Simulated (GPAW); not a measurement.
# Settings that the conductance of methylbenzenedithiol between two Cu chains needs, part 2 of 4

Wanted: a convergence study of zero-bias transport through methylbenzenedithiol between two Cu chains, with run times.

GPAW 26.7.0; GPAW LCAO, PAW setups; Landauer transmission from Green's functions with principal layers (ASE), zero bias.

So far, conductance (G₀): step 2 (the reference run) 0.616; step 4 (k-points along the lead 24, n lead 2, period 4.6 Å) 0.610. Also open channels of the lead at the Fermi level (one spin): step 2 1; step 4 1.

## (5) Varying the periods in a principal layer

Input file run.py:

```python
import json
import numpy as np
from ase import Atoms
from ase.transport.calculators import TransportCalculator
from gpaw import GPAW, FermiDirac
from gpaw.lcao.tools import get_lcao_hamiltonian
from scipy.linalg import eigh

# The junction with lead layers at both ends, along the third cell vector
device = Atoms(
    ['Cu', 'Cu', 'Cu', 'Cu', 'Cu', 'S', 'C', 'H', 'H', 'C', 'C', 'C', 'C', 'H', 'H', 'C', 'C', 'H', 'H', 'S', 'Cu', 'Cu', 'Cu', 'Cu', 'Cu'],
    positions=[
        [7.90944, 5.32590, 1.15000],
        [7.90944, 5.32590, 3.45000],
        [7.90944, 5.32590, 5.75000],
        [7.90944, 5.32590, 8.05000],
        [7.90944, 5.32590, 10.35000],
        [9.24478, 4.30821, 11.93660],
        [9.20669, 4.25819, 13.71429],
        [7.04955, 4.21312, 13.86223],
        [11.35055, 4.25794, 13.89643],
        [7.99403, 4.21734, 14.40033],
        [10.40435, 4.23781, 14.43500],
        [7.98030, 4.17013, 15.79669],
        [10.40721, 4.19023, 15.84180],
        [12.56888, 4.20076, 15.86478],
        [7.02132, 4.13059, 16.30886],
        [9.17778, 4.16186, 16.52503],
        [11.72697, 4.16868, 16.56489],
        [11.82698, 3.25000, 17.15174],
        [11.81795, 5.03952, 17.22197],
        [9.07477, 4.09653, 18.30789],
        [7.90944, 5.32590, 19.87848],
        [7.90944, 5.32590, 22.17848],
        [7.90944, 5.32590, 24.47848],
        [7.90944, 5.32590, 26.77848],
        [7.90944, 5.32590, 29.07848]],
    cell=[[15.81888, 0.0, 0.0], [0.0, 10.65179, 0.0], [0.0, 0.0, 30.22848]],
    pbc=True)

# One principal layer of the lead: the first 4 atoms of the device
lead = Atoms(
    ['Cu', 'Cu', 'Cu', 'Cu'],
    positions=[
        [7.90944, 5.32590, 1.15000],
        [7.90944, 5.32590, 3.45000],
        [7.90944, 5.32590, 5.75000],
        [7.90944, 5.32590, 8.05000]],
    cell=[[15.81888, 0.0, 0.0], [0.0, 10.65179, 0.0], [0.0, 0.0, 9.2]],
    pbc=True)

settings = dict(mode='lcao', basis='dzp', xc='PBE', h=0.2,
                occupations=FermiDirac(0.1), maxiter=250,
                mixer=dict(beta=0.1, nmaxold=8, weight=100.0),
                convergence=dict(density=0.0001))
energies = np.arange(-2, 2 + 1e-9, 0.05)
eta = 0.0001
n1, n2 = 1, 1
# k and -k transmit alike, so half of the mesh across the current serves
mesh = [(i, j) for i in range(n1) for j in range(n2) if (i, j) <= (-i % n1, -j % n2)]
weights = np.array([1 if (i, j) == (-i % n1, -j % n2) else 2 for i, j in mesh]) / (n1 * n2)


def ground_state(atoms, size, txt):
    atoms.calc = GPAW(kpts={'size': size, 'gamma': True}, symmetry={'tolerance': 1e-3}, txt=txt, **settings)
    atoms.get_potential_energy()
    return atoms.calc.get_fermi_level()


def blocks(atoms, fermi, points, nz, cells):
    """H - E_F S and S between cell 0 and the cells above it, at each point across the current."""
    kz = np.arange(nz) / nz
    calc = atoms.calc.fixed_density(kpts=[(*k, z) for k in points for z in kz], symmetry='off', txt=None)
    H, S = get_lcao_hamiltonian(calc)
    H = (H - fermi * S).reshape(len(H), len(points), nz, *S.shape[1:])
    S = S.reshape(H.shape[1:])
    phases = [np.exp(-2j * np.pi * kz * R) / nz for R in cells]
    return [(np.einsum('skzij,z->ksij', H, p), np.einsum('kzij,z->kij', S, p)) for p in phases]


def pair(a, b):
    return np.block([[a, b], [b.T.conj(), a]])


def count_channels(h, s, cells, nk=240):
    """Half the number of times that the lead's bands cross each energy, unfolded to its shortest repeat."""
    b = len(h) // cells
    bands = []
    for k in (np.arange(nk + 1) + 0.5) / nk:
        hk, sk = h[:b, :b].copy(), s[:b, :b].copy()
        for R in range(1, cells):
            phase, block = np.exp(2j * np.pi * k * R), slice(R * b, (R + 1) * b)
            hk += h[:b, block] * phase + (h[:b, block] * phase).T.conj()
            sk += s[:b, block] * phase + (s[:b, block] * phase).T.conj()
        bands.append(eigh(hk, sk, eigvals_only=True))
    below = np.array(bands)[:, :, None] < energies
    return (below[1:] != below[:-1]).sum((0, 1)) / 2


fermi_lead = ground_state(lead, (1, 1, 12), 'lead.txt')
fermi_device = ground_state(device, (1, 1, 3), 'device.txt')
T, channels, eigen, tail, misfit, shifts = [], [], [], 0.0, 0.0, []
for first in range(0, len(mesh), 177):
    points = [(i / n1, j / n2) for i, j in mesh[first:first + 177]]
    (H0k, S0k), (H1k, S1k), (H2k, _) = blocks(lead, fermi_lead, points, 5, range(3))
    [(Hk, Sk)] = blocks(device, fermi_device, points, 2, [0])
    tail = max(tail, abs(H2k).max())
    for H0, S0, H1, S1, H, S in zip(H0k, S0k, H1k, S1k, Hk, Sk):
        n = len(S0)
        # Shift the lead onto the potential of the device's first layer
        shift = ((H[:, 0, 0] - H0[:, 0, 0]) / S0[0, 0]).real.mean()
        shifts.append(shift)
        misfit = max(misfit, abs(H[:, :n, :n] - H0 - shift * S0).max())
        Tk, Ck, Ek = [], [], []
        for s in range(len(H)):
            t = s % len(H0)  # a lead without moments serves both spins
            h1, s1 = pair(H0[t] + shift * S0, H1[t] + shift * S1), pair(S0, S1)
            leads = dict(h1=h1, s1=s1, energies=energies, eta=eta, eta1=eta, eta2=eta)
            calc = TransportCalculator(h=H[s], s=S, eigenchannels=0, **leads)
            Tk.append(calc.get_transmission())
            Ck.append(count_channels(h1, s1, 8))
        T.append(Tk)
        channels.append(Ck)
        eigen.append(Ek)
T, channels = np.array(T), np.array(channels)
mean, open_channels = np.einsum('kse,k->se', T, weights), np.einsum('kse,k->se', channels, weights)

print(f'basis functions: device {len(S)}, principal layer {n}')
print(f'Fermi level: lead {fermi_lead:.4f} eV, device {fermi_device:.4f} eV; lead shifted by {np.mean(shifts):.4f} eV')
print(f'largest coupling past the next layer {tail:.2e} eV, largest misfit of the first layer {misfit:.3f} eV')
print('  E-E_F (eV)   ' + 'T (one spin)  channels')
for e, t, c in zip(energies, mean.T, open_channels.T):
    print(f'{e:10.3f}  ', *[f'{x:11.4e}' for x in t], *[f'{x:9.4f}' for x in c])

kT = 8.617333e-5 * 200
fine = np.linspace(energies[0], energies[-1], 4001)
both = np.exp(np.interp(fine, energies, np.log(np.maximum(mean.sum(0) * 2 / len(mean), 1e-30))))
fermi = lambda mu: 1 / (1 + np.exp(np.clip((fine - mu) / kT, -200, 200)))
slope = fermi(0) * (1 - fermi(0)) / kT
G = np.trapezoid(both * slope, fine) / 2
seebeck = -np.trapezoid(both * slope * fine, fine) / (2 * G * 200) * 1e6
print(f'conductance at 200 K: {G:.5g} G0 a cell; thermopower {seebeck:.4g} uV/K')
bias = [0.1, 0.2, 0.5, 1.0, 1.5, 2.0]
current = [38.74 * np.trapezoid(both * (fermi(V / 2) - fermi(-V / 2)), fine) for V in bias]
for V, I in zip(bias, current):
    print(f'current from the zero-bias T(E) at {V} V: {I:.5g} uA')
zero = abs(energies).argmin()
json.dump(dict(energies=energies.tolist(), T=mean.tolist(), channels=open_channels.tolist(), G=G, seebeck=seebeck,
               bias=bias, current=current, tail=tail, misfit=misfit, shift=np.mean(shifts), n_device=len(S), n_lead=n,
               fermi=[fermi_lead, fermi_device], energy=device.get_potential_energy(),
               moments=device.get_magnetic_moments().tolist(), mesh=mesh, weights=weights.tolist(),
               T_k=T[:, :, zero].tolist(), eigen=np.array(eigen[0]).tolist()), open('result.json', 'w'))
```

On the command line:

```sh
$ OMP_NUM_THREADS=1 OPENBLAS_NUM_THREADS=2 python run.py
```

The log of the run:

```text
basis functions: device 297, principal layer 60
Fermi level: lead -4.0913 eV, device -4.0238 eV; lead shifted by -0.0141 eV
largest coupling past the next layer 9.16e-16 eV, largest misfit of the first layer 0.087 eV
  E-E_F (eV)   T (one spin)  channels
    -2.000    3.9422e-01    1.0000
    -1.950    5.6703e-01    1.0000
    -1.900    7.1475e-01    1.0000
[...]
1.950    3.6082e-03    1.0000
     2.000    3.7097e-03    1.0000
conductance at 200 K: 0.61553 G0 a cell; thermopower 13.58 uV/K
current from the zero-bias T(E) at 0.1 V: 4.3737 uA
current from the zero-bias T(E) at 0.2 V: 7.1727 uA
current from the zero-bias T(E) at 0.5 V: 11.352 uA
current from the zero-bias T(E) at 1.0 V: 20.265 uA
current from the zero-bias T(E) at 1.5 V: 36.285 uA
current from the zero-bias T(E) at 2.0 V: 48.889 uA
```

The job ended after 2 min (2 threads of Intel Xeon 6975P-C (Granite Rapids), shared host; peak memory 1.7 GiB).

One spin. Table of transmission, zone mean by energy, zero at the Fermi level:

| energy (eV) | transmission, zone mean |
| --- | --- |
| -2.00 | 0.394 |
| -1.90 | 0.715 |
| -1.80 | 0.255 |
| -1.70 | 0.0707 |
| -1.65 | 0.914 |
| -1.55 | 0.805 |
| -1.45 | 0.845 |
| -1.35 | 0.859 |
| -1.25 | 0.727 |
| -1.15 | 0.627 |
| -1.05 | 0.794 |
| -1.00 | 0.827 |
| -0.90 | 0.643 |
| -0.80 | 0.548 |
| -0.70 | 0.700 |
| -0.60 | 0.946 |
| -0.55 | 0.953 |
| -0.50 | 0.760 |
| -0.40 | 0.411 |
| -0.25 | 0.317 |
| -0.15 | 0.104 |
| -0.05 | 0.613 |
| 0.00 | 0.741 |
| 0.05 | 0.394 |
| 0.15 | 0.115 |
| 0.25 | 0.0509 |
| 0.40 | 0.0225 |
| 0.50 | 0.0151 |
| 0.60 | 0.0109 |
| 0.70 | 0.00839 |
| 0.80 | 0.00673 |
| 0.90 | 0.00560 |
| 1.05 | 0.00453 |
| 1.15 | 0.00407 |
| 1.25 | 0.00374 |
| 1.35 | 0.00352 |
| 1.45 | 0.00339 |
| 1.55 | 0.00332 |
| 1.70 | 0.00332 |
| 1.80 | 0.00340 |
| 1.90 | 0.00352 |
| 2.00 | 0.00371 |

The conductance equals that of the base run to 0.2 %. Couplings past the next layer reach 9.2e-16 eV, small enough to drop; the matrix elements of the cell's first layer differ from the bulk lead's by up to 0.087 eV. That layer keeps its own values in the calculation, and only beyond it is the lead taken as perfect.

## (6) Convergence in the periods in a principal layer

The runs and the base run on one axis.

This step: convergence of the conductance (GPAW 26.7.0).

Table of conductance by periods in a principal layer:

| periods in a principal layer | conductance (G₀) |
| --- | --- |
| 2.000 | 0.610 |
| 3.000 | 0.616 |
| 4.000 | 0.616 |

## (7) Broadening: eta = 1e-06

The broadening keeps the Green's functions finite; too large a value absorbs electrons where channels are open and leaks them where none are.

This step: GPAW LCAO, PAW setups; Landauer transmission from Green's functions with principal layers (ASE), zero bias (GPAW 26.7.0).

run.py: that of step 5 with these lines changed.

```diff
@@ -40,5 +40,5 @@
 
-# One principal layer of the lead: the first 4 atoms of the device
+# One principal layer of the lead: the first 3 atoms of the device
 lead = Atoms(
-    ['Cu', 'Cu', 'Cu', 'Cu'],
+    ['Cu', 'Cu', 'Cu'],
     positions=[
@@ -46,5 +46,4 @@
         [7.90944, 5.32590, 3.45000],
-        [7.90944, 5.32590, 5.75000],
-        [7.90944, 5.32590, 8.05000]],
-    cell=[[15.81888, 0.0, 0.0], [0.0, 10.65179, 0.0], [0.0, 0.0, 9.2]],
+        [7.90944, 5.32590, 5.75000]],
+    cell=[[15.81888, 0.0, 0.0], [0.0, 10.65179, 0.0], [0.0, 0.0, 6.9]],
     pbc=True)
@@ -56,3 +55,3 @@
 energies = np.arange(-2, 2 + 1e-9, 0.05)
-eta = 0.0001
+eta = 1e-06
 n1, n2 = 1, 1
@@ -99,3 +98,3 @@
 
-fermi_lead = ground_state(lead, (1, 1, 12), 'lead.txt')
+fermi_lead = ground_state(lead, (1, 1, 16), 'lead.txt')
 fermi_device = ground_state(device, (1, 1, 3), 'device.txt')
@@ -120,3 +119,3 @@
             Tk.append(calc.get_transmission())
-            Ck.append(count_channels(h1, s1, 8))
+            Ck.append(count_channels(h1, s1, 6))
         T.append(Tk)
```

The log of the run:

```text
basis functions: device 297, principal layer 45
Fermi level: lead -4.0915 eV, device -4.0238 eV; lead shifted by -0.0140 eV
largest coupling past the next layer 4.59e-05 eV, largest misfit of the first layer 0.035 eV
  E-E_F (eV)   T (one spin)  channels
    -2.000    3.9531e-01    1.0000
    -1.950    5.6890e-01    1.0000
    -1.900    7.1768e-01    1.0000
    -1.850    6.8415e-01    1.0000
    -1.800    2.5681e-01    1.0000
    -1.750    7.1429e-02    1.0000
    -1.700    7.1562e-02    3.0000
    -1.650    9.2084e-01    3.0000
    -1.600    8.0809e-01    3.0000
    -1.550    8.0894e-01    3.0000
    -1.500    8.3104e-01    3.0000
    -1.450    8.4853e-01    3.0000
    -1.400    8.5937e-01    3.0000
    -1.350    8.6293e-01    3.0000
    -1.300    8.3533e-01    3.0000
    -1.250    7.3046e-01    4.0000
[...]
1.650    3.3103e-03    1.0000
     1.700    3.3259e-03    1.0000
     1.750    3.3550e-03    1.0000
     1.800    3.3977e-03    1.0000
     1.850    3.4541e-03    1.0000
     1.900    3.5248e-03    1.0000
     1.950    3.6104e-03    1.0000
     2.000    3.7119e-03    1.0000
conductance at 200 K: 0.61786 G0 a cell; thermopower 13.62 uV/K
current from the zero-bias T(E) at 0.1 V: 4.3897 uA
current from the zero-bias T(E) at 0.2 V: 7.1976 uA
current from the zero-bias T(E) at 0.5 V: 11.394 uA
current from the zero-bias T(E) at 1.0 V: 20.344 uA
current from the zero-bias T(E) at 1.5 V: 36.442 uA
current from the zero-bias T(E) at 2.0 V: 49.097 uA
```

Elapsed: 2 min, on 2 threads; peak memory 1.7 GiB.

This step gave:

```yaml
conductance: 0.6179 G₀
largest_coupling_past_the_next_principal_layer: 4.59e-5 eV
largest_misfit_of_the_first_principal_layer: 0.03498 eV
shift_that_aligns_the_lead: -0.01403 eV
basis_functions_of_a_principal_layer: 45
transmission_at_the_fermi_level_one_spin: 0.7436
```

One spin. Transmission, zone mean against energy, zero at the Fermi level:

| energy (eV) | transmission, zone mean |
| --- | --- |
| -2.00 | 0.395 |
| -1.90 | 0.718 |
| -1.80 | 0.257 |
| -1.65 | 0.921 |
| -1.60 | 0.808 |
| -1.45 | 0.849 |
| -1.25 | 0.730 |
| -1.05 | 0.798 |
| -1.00 | 0.831 |
| -0.85 | 0.548 |
| -0.65 | 0.878 |
| -0.55 | 0.959 |
| -0.50 | 0.765 |
| -0.30 | 0.310 |
| -0.10 | 0.260 |
| 0.00 | 0.744 |
| 0.10 | 0.199 |
| 0.30 | 0.0373 |
| 0.50 | 0.0151 |
| 0.65 | 0.00953 |
| 0.85 | 0.00611 |
| 1.05 | 0.00453 |
| 1.25 | 0.00375 |
| 1.45 | 0.00339 |
| 1.60 | 0.00331 |
| 1.80 | 0.00340 |
| 2.00 | 0.00371 |

Crossings of the lead's bands, unfolded to its shortest repeat. Open channels, zone mean against energy, zero at the Fermi level:

| energy (eV) | open channels, zone mean |
| --- | --- |
| -2.00 | 1 |
| -1.90 | 1 |
| -1.80 | 1 |
| -1.70 | 3 |
| -1.55 | 3 |
| -1.45 | 3 |
| -1.35 | 3 |
| -1.25 | 4 |
| -1.15 | 4 |
| -1.05 | 4 |
| -0.90 | 4 |
| -0.80 | 6 |
| -0.70 | 6 |
| -0.60 | 6 |
| -0.50 | 4 |
| -0.40 | 4 |
| -0.25 | 4 |
| -0.15 | 3 |
| -0.05 | 1 |
| 0.00 | 1 |
| 0.05 | 1 |
| 0.15 | 1 |
| 0.25 | 1 |
| 0.40 | 1 |
| 0.50 | 1 |
| 0.60 | 1 |
| 0.70 | 1 |
| 0.80 | 1 |
| 0.90 | 1 |
| 1.05 | 1 |
| 1.15 | 1 |
| 1.25 | 1 |
| 1.35 | 1 |
| 1.45 | 1 |
| 1.55 | 1 |
| 1.70 | 1 |
| 1.80 | 1 |
| 1.90 | 1 |
| 2.00 | 1 |

Not self-consistent under bias; the bias window is split evenly. Table of current through one cell, from the zero-bias transmission by bias:

| bias (V) | current through one cell, from the zero-bias transmission (μA) |
| --- | --- |
| 0.100 | 4.39 |
| 0.200 | 7.20 |
| 0.500 | 11.4 |
| 1.000 | 20.3 |
| 1.500 | 36.4 |
| 2.000 | 49.1 |

The conductance, 0.618 G₀, lies 0.4 % above that of the base run.

## (8) Broadening: eta = 0.001

run.py: that of step 7 with these lines changed.

```diff
@@ -55,3 +55,3 @@
 energies = np.arange(-2, 2 + 1e-9, 0.05)
-eta = 1e-06
+eta = 0.001
 n1, n2 = 1, 1
```

The log of the run:

```text
basis functions: device 297, principal layer 45
Fermi level: lead -4.0915 eV, device -4.0238 eV; lead shifted by -0.0140 eV
largest coupling past the next layer 4.59e-05 eV, largest misfit of the first layer 0.035 eV
  E-E_F (eV)   T (one spin)  channels
    -2.000    3.8464e-01    1.0000
    -1.950    5.5048e-01    1.0000
    -1.900    6.8876e-01    1.0000
    -1.850    6.4602e-01    1.0000
    -1.800    2.3996e-01    1.0000
    -1.750    7.5678e-02    1.0000
    -1.700    7.0106e-02    3.0000
    -1.650    8.6061e-01    3.0000
    -1.600    7.6903e-01    3.0000
    -1.550    7.7409e-01    3.0000
    -1.500    7.9743e-01    3.0000
    -1.450    8.1555e-01    3.0000
    -1.400    8.2648e-01    3.0000
    -1.350    8.2930e-01    3.0000
    -1.300    8.0088e-01    3.0000
    -1.250    6.9780e-01    4.0000
[...]
1.650    3.2896e-03    1.0000
     1.700    3.3053e-03    1.0000
     1.750    3.3343e-03    1.0000
     1.800    3.3768e-03    1.0000
     1.850    3.4329e-03    1.0000
     1.900    3.5033e-03    1.0000
     1.950    3.5884e-03    1.0000
     2.000    3.6894e-03    1.0000
conductance at 200 K: 0.59494 G0 a cell; thermopower 13.25 uV/K
current from the zero-bias T(E) at 0.1 V: 4.2318 uA
current from the zero-bias T(E) at 0.2 V: 6.954 uA
current from the zero-bias T(E) at 0.5 V: 11.025 uA
current from the zero-bias T(E) at 1.0 V: 19.611 uA
current from the zero-bias T(E) at 1.5 V: 34.933 uA
current from the zero-bias T(E) at 2.0 V: 47.099 uA
```

Elapsed: 2 min, on 2 threads; peak memory 1.7 GiB.

Numbers from this step:

| Property | Result |
| --- | --- |
| conductance | 0.5949 G₀ |
| transmission at the Fermi level (one spin) | 0.7139 |

One spin. Table of transmission, zone mean by energy, zero at the Fermi level:

energy (eV), transmission, zone mean and a bar:
```
    -2.00      0.385 #############
    -1.90      0.689 #######################
    -1.85      0.646 #####################
    -1.70      0.070 ##
    -1.65      0.861 ############################
    -1.60      0.769 #########################
    -1.45      0.816 ###########################
    -1.30      0.801 ##########################
    -1.15      0.598 ####################
    -1.05      0.762 #########################
    -1.00      0.794 ##########################
    -0.90      0.621 #####################
    -0.75      0.566 ###################
    -0.60      0.907 ##############################
    -0.50      0.713 ########################
    -0.35      0.328 ###########
    -0.20      0.335 ###########
    -0.05      0.592 ####################
     0.00      0.714 ########################
     0.05      0.385 #############
     0.20      0.073 ##
     0.35      0.028 #
     0.50      0.015 
     0.60      0.011 
     0.75      0.008 
     0.90      0.006 
     1.05      0.004 
     1.15      0.004 
     1.30      0.004 
     1.45      0.003 
     1.60      0.003 
     1.70      0.003 
     1.85      0.003 
     2.00      0.004
```

Crossings of the lead's bands, unfolded to its shortest repeat. Open channels, zone mean against energy, zero at the Fermi level:

energy (eV), open channels, zone mean and a bar from the least value:
```
    -2.00       1.00 
    -1.90       1.00 
    -1.80       1.00 
    -1.70       3.00 ############
    -1.55       3.00 ############
    -1.45       3.00 ############
    -1.35       3.00 ############
    -1.25       4.00 ##################
    -1.15       4.00 ##################
    -1.05       4.00 ##################
    -0.90       4.00 ##################
    -0.80       6.00 ##############################
    -0.70       6.00 ##############################
    -0.60       6.00 ##############################
    -0.50       4.00 ##################
    -0.40       4.00 ##################
    -0.25       4.00 ##################
    -0.15       3.00 ############
    -0.05       1.00 
     0.00       1.00 
     0.05       1.00 
     0.15       1.00 
     0.25       1.00 
     0.40       1.00 
     0.50       1.00 
     0.60       1.00 
     0.70       1.00 
     0.80       1.00 
     0.90       1.00 
     1.05       1.00 
     1.15       1.00 
     1.25       1.00 
     1.35       1.00 
     1.45       1.00 
     1.55       1.00 
     1.70       1.00 
     1.80       1.00 
     1.90       1.00 
     2.00       1.00
```

Not self-consistent under bias; the bias window is split evenly. The current through one cell, from the zero-bias transmission by bias:

| bias (V) | current through one cell, from the zero-bias transmission (μA) |
| --- | --- |
| 0.100 | 4.23 |
| 0.200 | 6.95 |
| 0.500 | 11.0 |
| 1.000 | 19.6 |
| 1.500 | 34.9 |
| 2.000 | 47.1 |

The conductance, 0.595 G₀, lies 3.3 % below that of the base run.

## (9) Broadening: eta = 0.01

run.py: that of step 8 with these lines changed.

```diff
@@ -55,3 +55,3 @@
 energies = np.arange(-2, 2 + 1e-9, 0.05)
-eta = 0.001
+eta = 0.01
 n1, n2 = 1, 1
```

The log of the run:

```text
basis functions: device 297, principal layer 45
Fermi level: lead -4.0915 eV, device -4.0238 eV; lead shifted by -0.0140 eV
largest coupling past the next layer 4.59e-05 eV, largest misfit of the first layer 0.035 eV
  E-E_F (eV)   T (one spin)  channels
    -2.000    3.0098e-01    1.0000
    -1.950    4.1025e-01    1.0000
    -1.900    4.7775e-01    1.0000
[...]
1.950    3.3963e-03    1.0000
     2.000    3.4925e-03    1.0000
conductance at 200 K: 0.42861 G0 a cell; thermopower 10.16 uV/K
current from the zero-bias T(E) at 0.1 V: 3.0781 uA
current from the zero-bias T(E) at 0.2 V: 5.1541 uA
current from the zero-bias T(E) at 0.5 V: 8.2945 uA
current from the zero-bias T(E) at 1.0 V: 14.38 uA
current from the zero-bias T(E) at 1.5 V: 24.633 uA
current from the zero-bias T(E) at 2.0 V: 33.225 uA
```

Wall time 2.2 min (2 threads); peak memory 1.7 GiB.

The conductance, 0.429 G₀, lies 30 % below that of the base run.

(Part 2 of 4 ends here.)

[Logs are printed without paths, hosts, clocks, repeated set-up lines and the standing remarks that a program may print on its own settings, such as how far it seeks lower states.]

[Hosts, paths, dates, database ids (printed as entryN), source tags and the programs' standing remarks are cut or masked in the printed files.]
